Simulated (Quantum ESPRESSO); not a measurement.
# Sb2Pd: which magnetic order is lowest

A self-consistent run ends on one state, which hangs on the start. Several orders of Sb2Pd are started in Quantum ESPRESSO and their energies compared.

Calculated with Quantum ESPRESSO 7.5; LDA; plane waves with GBRV 1.5 LDA potentials, no spin-orbit coupling.

## 1. Starting point

It takes space group Pa-3 (No. 205, cubic). Conventional cell: a = 6.458 Å, b = 6.458 Å, c = 6.458 Å, α = 90.00°, β = 90.00°, γ = 90.00°. Sb has 3 Pd at 2.67 Å and 1 Sb at 2.89 Å nearest. Nearest to Pd lie 6 Sb at 2.67 Å. Farther neighbours are not listed.

Structure file:

```cif
data_structure
_symmetry_space_group_name_H-M 'P 1'
_symmetry_Int_Tables_number 1
_cell_length_a 6.4584
_cell_length_b 6.4584
_cell_length_c 6.4584
_cell_angle_alpha 90.000
_cell_angle_beta 90.000
_cell_angle_gamma 90.000
_cell_volume 269.39
loop_
_atom_site_label
_atom_site_type_symbol
_atom_site_fract_x
_atom_site_fract_y
_atom_site_fract_z
_atom_site_occupancy
Sb1 Sb 0.37100 0.37100 0.37100 1
Sb2 Sb 0.12900 0.62900 0.87100 1
Sb3 Sb 0.87100 0.12900 0.62900 1
Sb4 Sb 0.62900 0.87100 0.12900 1
Sb5 Sb 0.62900 0.62900 0.62900 1
Sb6 Sb 0.87100 0.37100 0.12900 1
Sb7 Sb 0.12900 0.87100 0.37100 1
Sb8 Sb 0.37100 0.12900 0.87100 1
Pd9 Pd 0.00000 0.00000 0.00000 1
Pd10 Pd 0.50000 0.00000 0.50000 1
Pd11 Pd 0.50000 0.50000 0.00000 1
Pd12 Pd 0.00000 0.50000 0.50000 1
```

The cell comes from the Crystallography Open Database.

## 2. Run 1, typed as ferro ++++

The signs are those of the starting moments on the seeded atoms, the atoms that are given a moment.

pw.in

```
&CONTROL
  calculation = 'scf'
  prefix = 'pwscf'
  outdir = './tmp'
  pseudo_dir = './pseudo'
  disk_io = 'nowf'
/
&SYSTEM
  ibrav = 0
  celldm(1) = 8
  nat = 12
  ntyp = 2
  ecutwfc = 40
  ecutrho = 280
  nbnd = 113
  occupations = 'smearing'
  smearing = 'fd'
  degauss = 0.00734986
  nspin = 2
  starting_magnetization(1) = 0
  starting_magnetization(2) = 0.0375
/
&ELECTRONS
  conv_thr = 2.4d-08
  electron_maxstep = 150
  mixing_beta = 0.3
/
ATOMIC_SPECIES
Sb    121.7600 sb_lda_v1.4.uspp.F.UPF
Pd    106.4200 pd_lda_v1.4.uspp.F.UPF
CELL_PARAMETERS alat
   1.5255759004104    0.0000000000000    0.0000000000000
   0.0000000000000    1.5255759004104    0.0000000000000
   0.0000000000000    0.0000000000000    1.5255759004104
ATOMIC_POSITIONS crystal
Sb      0.3710000000    0.3710000000    0.3710000000
Sb      0.1290000000    0.6290000000    0.8710000000
Sb      0.8710000000    0.1290000000    0.6290000000
Sb      0.6290000000    0.8710000000    0.1290000000
Sb      0.6290000000    0.6290000000    0.6290000000
Sb      0.8710000000    0.3710000000    0.1290000000
Sb      0.1290000000    0.8710000000    0.3710000000
Sb      0.3710000000    0.1290000000    0.8710000000
Pd      0.0000000000    0.0000000000    0.0000000000
Pd      0.5000000000    0.0000000000    0.5000000000
Pd      0.5000000000    0.5000000000    0.0000000000
Pd      0.0000000000    0.5000000000    0.5000000000
K_POINTS automatic
4 4 4 0 0 0
```

Command:

```sh
$ OMP_NUM_THREADS=1 mpirun -n 4 pw.x -nk 4 -in pw.in > pw.out
```

Output:

```text
Program PWSCF v.7.5 starts

     Message from routine setup:
     using ibrav=0 with symmetry is DISCOURAGED, use correct ibrav instead

     K-points division:     npool     =       4
     Subspace diagonalization in iterative solution of the eigenvalue problem:

     G-vector sticks info
     --------------------
     sticks:   dense  smooth     PW     G-vecs:    dense   smooth      PW
     Sum        3313    1893    545               143761    62213    9459

     Using Slab Decomposition

     bravais-lattice index     =            0
     lattice parameter (alat)  =       8.0000  a.u.
     unit-cell volume          =    1817.9060 (a.u.)^3
     number of atoms/cell      =           12
     number of atomic types    =            2
     number of electrons       =       184.00
     number of Kohn-Sham states=          113
     kinetic-energy cutoff     =      40.0000  Ry
     charge density cutoff     =     280.0000  Ry
     scf convergence threshold =      2.4E-08
     mixing beta               =       0.3000
     number of iterations used =            8  plain     mixing
     Exchange-correlation=  SLA  PZ   NOGX NOGC
                           (   1   1   0   0   0   0   0)

     celldm(1)=   8.000000  celldm(2)=   0.000000  celldm(3)=   0.000000
     celldm(4)=   0.000000  celldm(5)=   0.000000  celldm(6)=   0.000000

     crystal axes: (cart. coord. in units of alat)
               a(1) = (   1.525576   0.000000   0.000000 )
               a(2) = (   0.000000   1.525576   0.000000 )
               a(3) = (   0.000000   0.000000   1.525576 )

     reciprocal axes: (cart. coord. in units 2 pi/alat)
               b(1) = (  0.655490  0.000000  0.000000 )
               b(2) = (  0.000000  0.655490  0.000000 )
               b(3) = (  0.000000  0.000000  0.655490 )

     PseudoPot. # 1 for Sb read from file:
     sb_lda_v1.4.uspp.F.UPF
     Pseudo is Ultrasoft + core correction, Zval = 15.0
     Generated by new atomic code, or converted to UPF format
     Using radial grid of  891 points,  6 beta functions with:
                l(1) =   0
                l(2) =   0
                l(3) =   1
                l(4) =   1
                l(5) =   2
                l(6) =   2
     Q(r) pseudized with  8 coefficients,  rinner =    1.350   1.350   1.350
                                                       1.350   1.350

     PseudoPot. # 2 for Pd read from file:
     pd_lda_v1.4.uspp.F.UPF
     Pseudo is Ultrasoft + core correction, Zval = 16.0
     Generated by new atomic code, or converted to UPF format
     Using radial grid of  887 points,  6 beta functions with:
                l(1) =   0
                l(2) =   0
                l(3) =   1
                l(4) =   1
                l(5) =   2
                l(6) =   2
     Q(r) pseudized with  8 coefficients,  rinner =    1.130   1.130   1.130
                                                       1.130   1.130

     atomic species   valence    mass     pseudopotential
     Sb               15.00   121.76000     Sb( 1.00)
     Pd               16.00   106.42000     Pd( 1.00)

     Starting magnetic structure
     atomic species   magnetization
     Sb              0.000
     Pd              0.037

     24 Sym. Ops., with inversion, found (18 have fractional translation)

   Cartesian axes

     site n.     atom                  positions (alat units)
         1        Sb     tau(   1) = (   0.5659887   0.5659887   0.5659887  )
         2        Sb     tau(   2) = (   0.1967993   0.9595872   1.3287766  )
         3        Sb     tau(   3) = (   1.3287766   0.1967993   0.9595872  )
         4        Sb     tau(   4) = (   0.9595872   1.3287766   0.1967993  )
         5        Sb     tau(   5) = (   0.9595872   0.9595872   0.9595872  )
         6        Sb     tau(   6) = (   1.3287766   0.5659887   0.1967993  )
         7        Sb     tau(   7) = (   0.1967993   1.3287766   0.5659887  )
         8        Sb     tau(   8) = (   0.5659887   0.1967993   1.3287766  )
         9        Pd     tau(   9) = (   0.0000000   0.0000000   0.0000000  )
        10        Pd     tau(  10) = (   0.7627880   0.0000000   0.7627880  )
        11        Pd     tau(  11) = (   0.7627880   0.7627880   0.0000000  )
        12        Pd     tau(  12) = (   0.0000000   0.7627880   0.7627880  )

     number of k points=    11  Fermi-Dirac smearing, width (Ry)=  0.0073
                       cart. coord. in units 2pi/alat
        k(    1) = (   0.0000000   0.0000000   0.0000000), wk =   0.0156250
        k(    2) = (   0.0000000   0.0000000   0.1638725), wk =   0.0937500
        k(    3) = (   0.0000000   0.0000000  -0.3277451), wk =   0.0468750
        k(    4) = (   0.0000000   0.1638725   0.1638725), wk =   0.1875000
        k(    5) = (   0.0000000   0.1638725  -0.3277451), wk =   0.0937500
        [... 6 further k-points ...]

     Dense  grid:   143761 G-vectors     FFT dimensions: (  72,  72,  72)

     Smooth grid:    62213 G-vectors     FFT dimensions: (  50,  50,  50)

     Check: negative core charge=   -0.000003
     Generating pointlists ...
     new r_m :   0.2602 (alat units)  2.0814 (a.u.) for type    1
     new r_m :   0.2602 (alat units)  2.0814 (a.u.) for type    2

     Initial potential from superposition of free atoms

     starting charge     173.9999, renormalised to     184.0000

     negative rho (up, down):  1.648E-01 1.528E-01
     Starting wfcs are  120 randomized atomic wfcs

     Self-consistent Calculation

     iteration #  1     ecut=    40.00 Ry     beta= 0.30
     Davidson diagonalization with overlap
     ethr =  1.00E-02,  avg # of iterations =  6.1

     negative rho (up, down):  1.573E-01 1.486E-01

     total energy              =   -2259.58598369 Ry
     estimated scf accuracy    <      46.31511999 Ry

     total magnetization       =     0.32 Bohr mag/cell
     absolute magnetization    =     0.88 Bohr mag/cell

     iteration #  2     ecut=    40.00 Ry     beta= 0.30
     Davidson diagonalization with overlap
     ethr =  1.00E-02,  avg # of iterations =  2.0

     negative rho (up, down):  1.598E-01 1.527E-01

     total energy              =   -2271.61660512 Ry
     estimated scf accuracy    <      11.68012200 Ry

     total magnetization       =     0.06 Bohr mag/cell
     absolute magnetization    =     0.13 Bohr mag/cell

     iteration #  3     ecut=    40.00 Ry     beta= 0.30
     Davidson diagonalization with overlap
     ethr =  6.35E-03,  avg # of iterations =  2.0

     negative rho (up, down):  1.599E-01 1.562E-01

     total energy              =   -2271.55539571 Ry
     estimated scf accuracy    <       1.55263581 Ry

     total magnetization       =     0.05 Bohr mag/cell
     absolute magnetization    =     0.24 Bohr mag/cell

     [... further iterations left out ...]

     iteration # 10     ecut=    40.00 Ry     beta= 0.30
     Davidson diagonalization with overlap
     ethr =  5.15E-08,  avg # of iterations =  2.0

     negative rho (up, down):  1.577E-01 1.577E-01

     total energy              =   -2272.08362527 Ry
     estimated scf accuracy    <       0.00000216 Ry

     total magnetization       =    -0.00 Bohr mag/cell
     absolute magnetization    =     0.00 Bohr mag/cell

     iteration # 11     ecut=    40.00 Ry     beta= 0.30
     Davidson diagonalization with overlap
     ethr =  1.18E-09,  avg # of iterations =  2.3

     negative rho (up, down):  1.577E-01 1.577E-01

     total energy              =   -2272.08362583 Ry
     estimated scf accuracy    <       0.00000040 Ry

     total magnetization       =    -0.00 Bohr mag/cell
     absolute magnetization    =     0.00 Bohr mag/cell

     iteration # 12     ecut=    40.00 Ry     beta= 0.30
     Davidson diagonalization with overlap
     ethr =  2.19E-10,  avg # of iterations =  2.0

     negative rho (up, down):  1.577E-01 1.577E-01

     total energy              =   -2272.08362587 Ry
     estimated scf accuracy    <       0.00000004 Ry

     total magnetization       =    -0.00 Bohr mag/cell
     absolute magnetization    =     0.00 Bohr mag/cell

     iteration # 13     ecut=    40.00 Ry     beta= 0.30
     Davidson diagonalization with overlap
     ethr =  2.18E-11,  avg # of iterations =  2.0

     negative rho (up, down):  1.577E-01 1.577E-01

     Magnetic moment per site  (integrated on atomic sphere of radius R)
     atom   1 (R=0.260)  charge= 12.1416  magn= -0.0000
     atom   2 (R=0.260)  charge= 12.1416  magn= -0.0000
     atom   3 (R=0.260)  charge= 12.1416  magn= -0.0000
     atom   4 (R=0.260)  charge= 12.1416  magn= -0.0000
     atom   5 (R=0.260)  charge= 12.1416  magn= -0.0000
     atom   6 (R=0.260)  charge= 12.1416  magn= -0.0000
     atom   7 (R=0.260)  charge= 12.1416  magn= -0.0000
     atom   8 (R=0.260)  charge= 12.1416  magn= -0.0000
     atom   9 (R=0.260)  charge= 14.3285  magn=  0.0000
     atom  10 (R=0.260)  charge= 14.3285  magn=  0.0000
     atom  11 (R=0.260)  charge= 14.3285  magn=  0.0000
     atom  12 (R=0.260)  charge= 14.3285  magn=  0.0000

     End of self-consistent calculation

     [... lines left out ...]
     the Fermi energy is    13.1141 ev

!    total energy              =   -2272.08362588 Ry
     estimated scf accuracy    <       0.00000002 Ry
     smearing contrib. (-TS)   =      -0.00681029 Ry
     internal energy E=F+TS    =   -2272.07681558 Ry

     The total energy is F=E-TS. E is the sum of the following terms:
     one-electron contribution =    -869.10500106 Ry
     hartree contribution      =     555.72680085 Ry
     xc contribution           =    -472.31637442 Ry
     ewald contribution        =   -1486.38224094 Ry

     total magnetization       =    -0.00 Bohr mag/cell
     absolute magnetization    =     0.00 Bohr mag/cell

     convergence has been achieved in  13 iterations

=------------------------------------------------------------------------------=
   JOB DONE.
=------------------------------------------------------------------------------=
```

Wall time 2.6 min (4 MPI ranks of Arm Neoverse V2, shared host); peak memory 1.4 GiB.

The spin moment in the atom's sphere vanishes on all atoms.

Numbers from this step:

| Property | Result |
| --- | --- |
| smearing term TS | 0.09266 eV |
| magnetization | 0 μB |
| absolute magnetization | 0 μB |
| final state | non-magnetic |

Valence density in the ac plane at fractional y = 0.000, with atoms of Pd within 0.2 Å of it. It is the smooth field of the valence electrons, not physical close to the nuclei.

Ten steps, logarithmic in the rise over the least value, from '_' (-0.54 × 1e0 e/Å³) to '@' (8.91 × 1e0 e/Å³), each cell a mean:
```
@@@@**++==++++++++++==========++%%@@
%%##++++++++++++++============++**%%
++++====++++++++++==============++++
==========++++++++==============++++
============++++==============++++++
==============++++++========++++++++
==============++**##**++==++++**++++
++==========++##@@@@%%**++++++++++++
++++========++%%@@__@@##++====++++++
++++++++++++++%%@@@@@@**++==========
++++++++++++++**%%%%##++============
++++**++++====++++++++++============
==++++++============++==============
==++++==============++++++==========
++++==============++++++++++======++
##**++============++++**++++==++++**
@@%%**============++++++++++++++##@@
__@@##++========++++++++++====++%%@@
```
Columns run along a (6.5 Å), rows up along c (6.5 Å). Atoms in or near the plane, at fractional coordinates: Pd at (0.00, 0.00), Pd at (0.50, 0.50).

[end of part 1 of 2]

[Logs and program files are shortened in this print: banners, set-up blocks, solver, clock and traceback lines can be left out without a mark of their own.]

[Logs are printed without paths, hosts, clocks, repeated set-up lines and the standing remarks that a program may print on its own settings, such as how far it seeks lower states.]

[Hosts, paths, dates, database ids (printed as entryN), source tags and the programs' standing remarks are cut or masked in the printed files.]

[Where a cell is said to come from a database of computed structures, the database is the Materials Project.]
